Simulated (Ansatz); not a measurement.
# Y on Mo(110): change of the work function, part 2 of 3

Aim: the work function of Mo(110) at several coverages of Y (hollow site), and the dipole that each adsorbate carries.

Ansatz 0.2.0; plane-wave DFT, PBE, Ansatz PAW.

So far, work function, upper face (eV): step 2 (the clean slab) 4.60.

## 3. Adsorbate added, k-mesh 4×4×1, coverage 0.111 ML

System of this step: YMo36 (Y/Mo(110)). The cell holds 37 atoms: 36 Mo and 1 Y. Cell: a = 8.184 Å, b = 8.184 Å, c = 27.826 Å, α = 90.0°, β = 90.0°, γ = 70.5°. Vacuum lies along c.

The clean slab as it ended is repeated in the plane and the adsorbate is set on one face; the cell's size fixes the coverage, and the k-mesh shrinks with it to keep the sampling density about even. Adsorbate and upper layers relax, since the dipole depends on the height.

File input.yaml:

```yaml
crystal:
  lattice:
    - [6.6821590821, -4.725, 0.0]
    - [6.6821590821, 4.725, 0.0]
    - [0.0, 0.0, 27.8263100802]
  atoms:
    - { symbol: Mo, position: [0.0, 0.0, 0.3234349065] }
    - { symbol: Mo, position: [0.1666666667, 0.1666666667, 0.403480962] }
    - { symbol: Mo, position: [0.0, 0.0, 0.4843260239] }
    - { symbol: Mo, position: [0.1666666667, 0.1666666667, 0.5614527331] }
    - { symbol: Mo, position: [0.0, 0.3333333333, 0.3234349065] }
    - { symbol: Mo, position: [0.1666666667, 0.5, 0.403480962] }
    - { symbol: Mo, position: [0.0, 0.3333333333, 0.4843260239] }
    - { symbol: Mo, position: [0.1666666667, 0.5, 0.5614527331] }
    - { symbol: Mo, position: [0.0, 0.6666666667, 0.3234349065] }
    - { symbol: Mo, position: [0.1666666667, 0.8333333333, 0.403480962] }
    - { symbol: Mo, position: [0.0, 0.6666666667, 0.4843260239] }
    - { symbol: Mo, position: [0.1666666667, 0.8333333333, 0.5614527331] }
    - { symbol: Mo, position: [0.3333333333, 0.0, 0.3234349065] }
    - { symbol: Mo, position: [0.5, 0.1666666667, 0.403480962] }
    - { symbol: Mo, position: [0.3333333333, 0.0, 0.4843260239] }
    - { symbol: Mo, position: [0.5, 0.1666666667, 0.5614527331] }
    - { symbol: Mo, position: [0.3333333333, 0.3333333333, 0.3234349065] }
    - { symbol: Mo, position: [0.5, 0.5, 0.403480962] }
    - { symbol: Mo, position: [0.3333333333, 0.3333333333, 0.4843260239] }
    - { symbol: Mo, position: [0.5, 0.5, 0.5614527331] }
    - { symbol: Mo, position: [0.3333333333, 0.6666666667, 0.3234349065] }
    - { symbol: Mo, position: [0.5, 0.8333333333, 0.403480962] }
    - { symbol: Mo, position: [0.3333333333, 0.6666666667, 0.4843260239] }
    - { symbol: Mo, position: [0.5, 0.8333333333, 0.5614527331] }
    - { symbol: Mo, position: [0.6666666667, 0.0, 0.3234349065] }
    - { symbol: Mo, position: [0.8333333333, 0.1666666667, 0.403480962] }
    - { symbol: Mo, position: [0.6666666667, 0.0, 0.4843260239] }
    - { symbol: Mo, position: [0.8333333333, 0.1666666667, 0.5614527331] }
    - { symbol: Mo, position: [0.6666666667, 0.3333333333, 0.3234349065] }
    - { symbol: Mo, position: [0.8333333333, 0.5, 0.403480962] }
    - { symbol: Mo, position: [0.6666666667, 0.3333333333, 0.4843260239] }
    - { symbol: Mo, position: [0.8333333333, 0.5, 0.5614527331] }
    - { symbol: Mo, position: [0.6666666667, 0.6666666667, 0.3234349065] }
    - { symbol: Mo, position: [0.8333333333, 0.8333333333, 0.403480962] }
    - { symbol: Mo, position: [0.6666666667, 0.6666666667, 0.4843260239] }
    - { symbol: Mo, position: [0.8333333333, 0.8333333333, 0.5614527331] }
    - { symbol: "Y", position: [0.28, 0.28, 0.6765650935] }
kpoints:
  mp_grid: { grid: [4, 4, 1] }
hamiltonian:
  xc: pbe
scf:
  occupations: { method: fermi_dirac, width: 0.1 }
  convergence: { dr2_threshold: 1.0e-08 }
efield:
  axis: 3
  dipole_correction: true
  ramp_position: 0.97
  ramp_width: 0.06
relax:
  f_tol: 0.02
  max_steps: 60
  constraints:
    - { sites: [0, 1, 4, 5, 8, 9, 12, 13, 16, 17, 20, 21, 24, 25, 28, 29, 32, 33] }
output:
  write_potential: true
  write_density: true
  volumetric_format: npy
```

Command:

```
> ansatz run input.yaml --threads 4 --pin off --max-ram 16384MiB --backend cpu --events-out ev --progress --plain --runs-dir out
```

Numbers of over 12 decimals in the logs are rounded to 6 here.

The log of the run:

```text
[...]
Crystal: 37 atoms, lattice volume = 1757.131 Å³
Basis set: ecut = 420 eV, 34417 PW (Γ), exchange–correlation on 120×120×384 points (8 copies of the dense FFT grid, shifted against one another)
Bands: 309, of which v1, the nominal top of the filled ones, is band 258 counted from 1 (257 counted from 0)
Symmetry: 2 space group operations
[...]
k-points: 7 of 16 (time reversal used)
[...]
SCF iter   1: F=—  HF=-182242.719815 eV  |F-HF|=—  |Δ(HF+E_count)|=         —  Δρ=8.49e-3  dr2=2.16e1  ethr=1.77e-3  p=0.727 e·Å  D=7.48e-2 V/Å  ΔV_dip=-2.08 eV  dr2_dipole=1.17e1  V_vac-E_F(+/−)=2.86/4.94 eV  ⟨swp⟩=10.4  Hψ=11049  notcnv=0
[...]
SCF iter  12: F=-182242.406487 eV  HF=-182242.406487 eV  |F-HF|=9.02e-10  |Δ(HF+E_count)|=   6.29e-9  Δρ=1.53e-7  dr2=1.14e-9  ethr=1.94e-12  p=0.605 e·Å  D=6.23e-2 V/Å  ΔV_dip=-1.73 eV  dr2_dipole=3.82e-11  V_vac-E_F(+/−)=2.92/4.66 eV  ⟨swp⟩=10.4  Hψ=14473  notcnv=0
SCF 1 converged in 12 iterations: F = -182242.406487 eV  dr2 = 1.14e-9
[...]
relax step   1: F+E_penalty+E_count = -182242.40648703 eV  Δ(F+E_penalty+E_count) = +0.000e0 eV  max|allowed force component| = 2.583e0 eV/Å  Δτ_max = 0.0000 Å  (12 SCF iters, accepted)
[...]
SCF iter   1: F=—  HF=-182243.090968 eV  |F-HF|=—  |Δ(HF+E_count)|=         —  Δρ=2.95e-3  dr2=9.04e-1  ethr=1.45e-4  p=0.605 e·Å  D=6.23e-2 V/Å  ΔV_dip=-1.73 eV  dr2_dipole=2.30e-1  V_vac-E_F(+/−)=2.94/4.67 eV  ⟨swp⟩=1.0  Hψ=6103  notcnv=0
[...]
eigensolver tolerance schedule calibrated: the retry pair's looser diagonalisation under-reported the residual by θ = 0.18 (0.13/decade); ethr = c·dr2/N_el runs at the constant in force after the calibration composes with the one it found (an armed cap, an earlier calibration), c = 5.7e-2
[...]
SCF iter   2: F=—  HF=-182243.046815 eV  |F-HF|=—  |Δ(HF+E_count)|=   4.42e-2  Δρ=1.14e-3  dr2=6.71e-2  ethr=1.00e-4  p=0.634 e·Å  D=6.53e-2 V/Å  ΔV_dip=-1.82 eV  dr2_dipole=4.73e-5  V_vac-E_F(+/−)=2.84/4.65 eV  ⟨swp⟩=2.0  Hψ=3991  notcnv=0
[...]
SCF iter  11: F=-182243.044915 eV  HF=-182243.044915 eV  |F-HF|=1.11e-9  |Δ(HF+E_count)|=   7.36e-9  Δρ=1.91e-7  dr2=1.42e-9  ethr=1.11e-12  p=0.647 e·Å  D=6.66e-2 V/Å  ΔV_dip=-1.85 eV  dr2_dipole=6.12e-11  V_vac-E_F(+/−)=2.80/4.65 eV  ⟨swp⟩=11.6  Hψ=15312  notcnv=0
SCF 2 converged in 11 iterations: F = -182243.044915 eV  dr2 = 1.42e-9
relax step   2: F+E_penalty+E_count = -182243.04491512 eV  Δ(F+E_penalty+E_count) = -6.384e-1 eV  max|allowed force component| = 2.645e0 eV/Å  Δτ_max = 0.1982 Å  (11 SCF iters, accepted)
SCF iter   1: F=—  HF=-182243.639735 eV  |F-HF|=—  |Δ(HF+E_count)|=         —  Δρ=3.21e-3  dr2=1.41e0  ethr=1.55e-3  p=0.647 e·Å  D=6.66e-2 V/Å  ΔV_dip=-1.85 eV  dr2_dipole=3.96e-1  V_vac-E_F(+/−)=2.82/4.67 eV  ⟨swp⟩=4.4  Hψ=3762  notcnv=1
[...]
SCF iter  10: F=-182243.582182 eV  HF=-182243.582182 eV  |F-HF|=9.60e-10  |Δ(HF+E_count)|=   6.49e-9  Δρ=3.52e-7  dr2=5.46e-9  ethr=1.94e-12  p=0.664 e·Å  D=6.83e-2 V/Å  ΔV_dip=-1.90 eV  dr2_dipole=2.14e-10  V_vac-E_F(+/−)=2.75/4.65 eV  ⟨swp⟩=11.1  Hψ=15719  notcnv=0
SCF 3 converged in 10 iterations: F = -182243.582182 eV  dr2 = 5.46e-9
relax step   3: F+E_penalty+E_count = -182243.58218209 eV  Δ(F+E_penalty+E_count) = -5.373e-1 eV  max|allowed force component| = 2.234e0 eV/Å  Δτ_max = 0.1950 Å  (10 SCF iters, accepted)
[...]
relax step   4: F+E_penalty+E_count = -182243.95236580 eV  Δ(F+E_penalty+E_count) = -3.702e-1 eV  max|allowed force component| = 1.262e0 eV/Å  Δτ_max = 0.1954 Å  (10 SCF iters, accepted)
[...]
relax step   5: F+E_penalty+E_count = -182244.13274797 eV  Δ(F+E_penalty+E_count) = -1.804e-1 eV  max|allowed force component| = 3.187e-1 eV/Å  Δτ_max = 0.1994 Å  (10 SCF iters, accepted)
[...]
relax step   6: F+E_penalty+E_count = -182244.20151573 eV  Δ(F+E_penalty+E_count) = -6.877e-2 eV  max|allowed force component| = 2.263e-1 eV/Å  Δτ_max = 0.1945 Å  (10 SCF iters, accepted)
[...]
relax step   7: F+E_penalty+E_count = -182244.24775422 eV  Δ(F+E_penalty+E_count) = -4.624e-2 eV  max|allowed force component| = 2.394e-1 eV/Å  Δτ_max = 0.2000 Å  (10 SCF iters, accepted)
[...]
relax step   8: F+E_penalty+E_count = -182244.27083032 eV  Δ(F+E_penalty+E_count) = -2.308e-2 eV  max|allowed force component| = 4.219e-2 eV/Å  Δτ_max = 0.2000 Å  (10 SCF iters, accepted)
SCF iter   1: F=—  HF=-182244.270151 eV  |F-HF|=—  |Δ(HF+E_count)|=         —  Δρ=6.12e-4  dr2=1.54e-2  ethr=3.09e-5  p=0.600 e·Å  D=6.17e-2 V/Å  ΔV_dip=-1.72 eV  dr2_dipole=8.16e-7  V_vac-E_F(+/−)=2.94/4.66 eV  ⟨swp⟩=3.7  Hψ=3963  notcnv=0
[...]
SCF iter   8: F=-182244.272146 eV  HF=-182244.272146 eV  |F-HF|=1.28e-8  |Δ(HF+E_count)|=   9.04e-8  Δρ=4.30e-7  dr2=5.22e-9  ethr=1.94e-12  p=0.599 e·Å  D=6.17e-2 V/Å  ΔV_dip=-1.72 eV  dr2_dipole=2.27e-12  V_vac-E_F(+/−)=2.94/4.66 eV  ⟨swp⟩=8.9  Hψ=17006  notcnv=0
SCF 9 converged in 8 iterations: F = -182244.272146 eV  dr2 = 5.22e-9
relax step   9: F+E_penalty+E_count = -182244.27214587 eV  Δ(F+E_penalty+E_count) = -1.316e-3 eV  max|allowed force component| = 7.272e-3 eV/Å  Δτ_max = 0.0470 Å  (8 SCF iters, accepted)
NSCF: frozen V_eff on 7 k-points
[...]
SCF converged after 8 iterations
Free energy (F): -182244.272146 eV
[...]
Internal energy: -182243.197750 eV  (E = F + TS)
E sigma→0 (E₀):  -182243.734948 eV
Entropy (-TS):   -1.074396 eV (-29.038 meV/atom)
Fermi energy:    4.499283 eV
Dipole field:    D = 0.061727 V/Å  (p = 0.599404 e·Å, saw-weighted, corrected)
Work function:   Φ+ = 2.9390 eV   Φ− = 4.6566 eV
[...]
--- Forces (eV/Å), atoms counted from 1 ---
  atom   1  Mo    -0.02670217     0.00000000     0.51751066
  atom   2  Mo    -0.03437791     0.00000000    -0.51235327
  atom   3  Mo    -0.00145799     0.00000000     0.00327687
  atom   4  Mo    -0.00177454     0.00000000     0.00091948
  atom   5  Mo     0.00762581    -0.00172251     0.50822801
  atom   6  Mo    -0.00106276    -0.00602327    -0.52265973
  atom   7  Mo     0.00206702    -0.00112430    -0.00142842
  atom   8  Mo    -0.00233822    -0.00217645    -0.00421755
  atom   9  Mo    -0.00033430    -0.01986227     0.51163284
  atom  10  Mo    -0.01245117    -0.01543407    -0.50048139
  atom  11  Mo     0.00293260     0.00167642    -0.00037380
  atom  12  Mo    -0.00185635     0.00412620    -0.00209849
  atom  13  Mo     0.00762581     0.00172251     0.50822801
  atom  14  Mo    -0.00106276     0.00602327    -0.52265973
  atom  15  Mo     0.00206702     0.00112430    -0.00142842
  atom  16  Mo    -0.00233822     0.00217645    -0.00421755
  atom  17  Mo     0.00014596     0.00000000     0.51522201
  atom  18  Mo     0.03470896     0.00000000    -0.51202030
  atom  19  Mo     0.00072756     0.00000000     0.00315198
  atom  20  Mo     0.00352030     0.00000000     0.00192509
  atom  21  Mo    -0.00725505    -0.00202093     0.50811656
  atom  22  Mo     0.01248130     0.01501883    -0.49933605
  atom  23  Mo     0.00110388     0.00073133     0.00223799
  atom  24  Mo     0.00106815    -0.00189310    -0.00048466
  atom  25  Mo    -0.00033430     0.01986227     0.51163284
  atom  26  Mo    -0.01245117     0.01543407    -0.50048139
  atom  27  Mo     0.00293260    -0.00167642    -0.00037380
  atom  28  Mo    -0.00185635    -0.00412620    -0.00209849
  atom  29  Mo    -0.00725505     0.00202093     0.50811656
  atom  30  Mo     0.01248130    -0.01501883    -0.49933605
  atom  31  Mo     0.00110388    -0.00073133     0.00223799
  atom  32  Mo     0.00106815     0.00189310    -0.00048466
  atom  33  Mo     0.02664151     0.00000000     0.51759176
  atom  34  Mo    -0.00047729     0.00000000    -0.53685742
  atom  35  Mo    -0.00256221     0.00000000    -0.00439132
  atom  36  Mo    -0.00492536     0.00000000     0.00727248
  atom  37  Y      0.00255363     0.00000000     0.00049140
  max |Σ_I F_I| component: 1.77e-5 eV/Å
--- Band table (eV; the first three rows and the last of 7) ---
  k-point 0: bands = [... 254 lower, 4.2874, 4.5525, 4.5698, 4.8261, 4.8292, 4.8735, 5.0518, 5.0761, ... 47 higher]
  k-point 1: bands = [... 254 lower, 4.4463, 4.5189, 4.6653, 4.7114, 4.7495, 4.8144, 4.8561, 4.9319, ... 47 higher]
  k-point 2: bands = [... 254 lower, 4.3409, 4.4419, 4.5323, 4.5336, 4.5485, 4.5957, 4.7919, 4.8132, ... 47 higher]
  k-point 6: bands = [... 254 lower, 4.0204, 4.0781, 4.0955, 4.1352, 4.1606, 4.2128, 4.3126, 4.3318, ... 47 higher]
--- Relaxed structure (9 steps of the walk, 9 accepted, 0 SCFs on fresh bases) ---
  F+E_penalty+E_count = -182244.27214587 eV   max|allowed force component| = 7.272e-3 eV/Å
  atoms:
    - { symbol: Mo, position: [0.0, 0.0, 0.3234349065] }
    - { symbol: Mo, position: [0.1666666667, 0.1666666667, 0.403481] }
    - { symbol: Mo, position: [0.000395456, 0.000395456, 0.484580] }
    - { symbol: Mo, position: [0.167543, 0.167543, 0.563024] }
    - { symbol: Mo, position: [5.551115123125783e-17, 0.3333333333, 0.3234349065] }
    - { symbol: Mo, position: [0.1666666667, 0.5, 0.403481] }
    - { symbol: Mo, position: [-0.00168342, 0.333438, 0.483967] }
    - { symbol: Mo, position: [0.163722, 0.502987, 0.561190] }
    - { symbol: Mo, position: [5.551115123125783e-17, 0.666667, 0.3234349065] }
    - { symbol: Mo, position: [0.166667, 0.833333, 0.403481] }
    - { symbol: Mo, position: [-0.000815447, 0.667467, 0.484184] }
    - { symbol: Mo, position: [0.169109, 0.834350, 0.562808] }
    - { symbol: Mo, position: [0.3333333333, 5.551115123125783e-17, 0.3234349065] }
    - { symbol: Mo, position: [0.5, 0.1666666667, 0.403481] }
    - { symbol: Mo, position: [0.333438, -0.00168342, 0.483967] }
    - { symbol: Mo, position: [0.502987, 0.163722, 0.561190] }
    - { symbol: Mo, position: [0.333333, 0.333333, 0.3234349065] }
    - { symbol: Mo, position: [0.5, 0.5, 0.403481] }
    - { symbol: Mo, position: [0.333325, 0.333325, 0.483207] }
    - { symbol: Mo, position: [0.499050, 0.499050, 0.563046] }
    - { symbol: Mo, position: [0.333333, 0.6666666667, 0.3234349065] }
    - { symbol: Mo, position: [0.5, 0.833333, 0.403481] }
    - { symbol: Mo, position: [0.333239, 0.668289, 0.483958] }
    - { symbol: Mo, position: [0.497596, 0.832292, 0.562795] }
    - { symbol: Mo, position: [0.666667, 5.551115123125783e-17, 0.3234349065] }
    - { symbol: Mo, position: [0.833333, 0.166667, 0.403481] }
    - { symbol: Mo, position: [0.667467, -0.000815447, 0.484184] }
    - { symbol: Mo, position: [0.834350, 0.169109, 0.562808] }
    - { symbol: Mo, position: [0.6666666667, 0.333333, 0.3234349065] }
    - { symbol: Mo, position: [0.833333, 0.5, 0.403481] }
    - { symbol: Mo, position: [0.668289, 0.333239, 0.483958] }
    - { symbol: Mo, position: [0.832292, 0.497596, 0.562795] }
    - { symbol: Mo, position: [0.6666666667, 0.6666666667, 0.3234349065] }
    - { symbol: Mo, position: [0.8333333333, 0.8333333333, 0.403481] }
    - { symbol: Mo, position: [0.666287, 0.666287, 0.484613] }
    - { symbol: Mo, position: [0.833416, 0.833416, 0.561234] }
    - { symbol: Y, position: [0.332994, 0.332994, 0.645195] }
```

Wall time 22 min (4 threads of Arm Neoverse V2, shared host); peak memory 9.9 GiB; 89 min of CPU time.

Relaxation path:

| step | energy less that of the first step (eV) | largest force component (eV/Å) |
| --- | --- | --- |
| 1 | 0.0000 | 2.5832 |
| 2 | -0.6384 | 2.6446 |
| 3 | -1.1757 | 2.2341 |
| 4 | -1.5459 | 1.2624 |
| 5 | -1.7263 | 0.3187 |
| 6 | -1.7950 | 0.2263 |
| 7 | -1.8413 | 0.2394 |
| 8 | -1.8643 | 0.0422 |
| 9 | -1.8657 | 0.0073 |

Forces are held to the 2 operations that the run works with; a distortion that breaks them can't arise in this run.

The atoms that moved most (Å):

```
atom      dx      dy      dz  length
 Y37   0.708   0.000  -0.873   1.124
Mo20  -0.013   0.000   0.044   0.046
 Mo4   0.012   0.000   0.044   0.045
Mo28   0.023   0.007   0.038   0.045
Mo12   0.023  -0.007   0.038   0.045
Mo24  -0.023   0.006   0.037   0.044
Mo32  -0.023  -0.006   0.037   0.044
Mo19   0.000   0.000  -0.031   0.031
```

Final coordinates:

```cif
data_structure
_symmetry_space_group_name_H-M 'P 1'
_symmetry_Int_Tables_number 1
_cell_length_a 8.1839
_cell_length_b 8.1839
_cell_length_c 27.8263
_cell_angle_alpha 90.000
_cell_angle_beta 90.000
_cell_angle_gamma 70.529
_cell_volume 1757.13
loop_
_atom_site_label
_atom_site_type_symbol
_atom_site_fract_x
_atom_site_fract_y
_atom_site_fract_z
_atom_site_occupancy
Mo1 Mo 0.00000 0.00000 0.32343 1
Mo2 Mo 0.16667 0.16667 0.40348 1
Mo3 Mo 0.00040 0.00040 0.48458 1
Mo4 Mo 0.16754 0.16754 0.56302 1
Mo5 Mo 0.00000 0.33333 0.32343 1
Mo6 Mo 0.16667 0.50000 0.40348 1
Mo7 Mo 0.99832 0.33344 0.48397 1
Mo8 Mo 0.16372 0.50299 0.56119 1
Mo9 Mo 0.00000 0.66667 0.32343 1
Mo10 Mo 0.16667 0.83333 0.40348 1
Mo11 Mo 0.99918 0.66747 0.48418 1
Mo12 Mo 0.16911 0.83435 0.56281 1
Mo13 Mo 0.33333 0.00000 0.32343 1
Mo14 Mo 0.50000 0.16667 0.40348 1
Mo15 Mo 0.33344 0.99832 0.48397 1
Mo16 Mo 0.50299 0.16372 0.56119 1
Mo17 Mo 0.33333 0.33333 0.32343 1
Mo18 Mo 0.50000 0.50000 0.40348 1
Mo19 Mo 0.33332 0.33332 0.48321 1
Mo20 Mo 0.49905 0.49905 0.56305 1
Mo21 Mo 0.33333 0.66667 0.32343 1
Mo22 Mo 0.50000 0.83333 0.40348 1
Mo23 Mo 0.33324 0.66829 0.48396 1
Mo24 Mo 0.49760 0.83229 0.56279 1
Mo25 Mo 0.66667 0.00000 0.32343 1
Mo26 Mo 0.83333 0.16667 0.40348 1
Mo27 Mo 0.66747 0.99918 0.48418 1
Mo28 Mo 0.83435 0.16911 0.56281 1
Mo29 Mo 0.66667 0.33333 0.32343 1
Mo30 Mo 0.83333 0.50000 0.40348 1
Mo31 Mo 0.66829 0.33324 0.48396 1
Mo32 Mo 0.83229 0.49760 0.56279 1
Mo33 Mo 0.66667 0.66667 0.32343 1
Mo34 Mo 0.83333 0.83333 0.40348 1
Mo35 Mo 0.66629 0.66629 0.48461 1
Mo36 Mo 0.83342 0.83342 0.56123 1
Y37 Y 0.33299 0.33299 0.64520 1
```

This step gave:

| Property | Result |
| --- | --- |
| energy at zero smearing | -182243.7349 eV |
| work function, upper face | 2.939 eV |
| work function, lower face | 4.657 eV |
| dipole along the normal | 0.5994 e·Å |
| step between the vacuum levels | -1.718 eV |

Running mean over 2.227 Å of the planar mean; the ramp of the sawtooth is left out. Table of electron's electrostatic potential energy less the Fermi level by z:

| z (Å) | electron's electrostatic potential energy less the Fermi level (eV) |
| --- | --- |
| 4 | 4.66 |
| 5 | 4.64 |
| 6 | 4.52 |
| 7 | 3.16 |
| 8 | -5.99 |
| 9 | -12.4 |
| 10 | -12.7 |
| 11 | -12.9 |
| 12 | -12.8 |
| 13 | -12.8 |
| 14 | -13.1 |
| 15 | -13.1 |
| 16 | -11.7 |
| 17 | -3.02 |
| 18 | 1.40 |
| 19 | 2.04 |
| 20 | 2.79 |
| 21 | 2.92 |
| 22 | 2.94 |
| 23 | 2.94 |
| 24 | 2.94 |

The relaxation took 9 steps and lowered the energy by 1.9 eV; the largest force on the free atoms ends at 0.0073 eV/Å.

The covered face has 2.94 eV, -1.66 eV against the clean one; the bare back face has moved by -0.04 eV, a measure of how thin the slab is.

(Continued in part 3 of 3.)

[Logs are printed without paths, hosts, clocks, repeated set-up lines and the standing remarks that a program may print on its own settings, such as how far it seeks lower states.]

[Hosts, paths, dates, database ids (printed as entryN), source tags and the programs' standing remarks are cut or masked in the printed files.]

[Maps of the electrostatic potential energy from Ansatz leave out the sawtooth potential of an applied field or a dipole correction, so their vacuum need not be flat; planar profiles and work functions include it.]
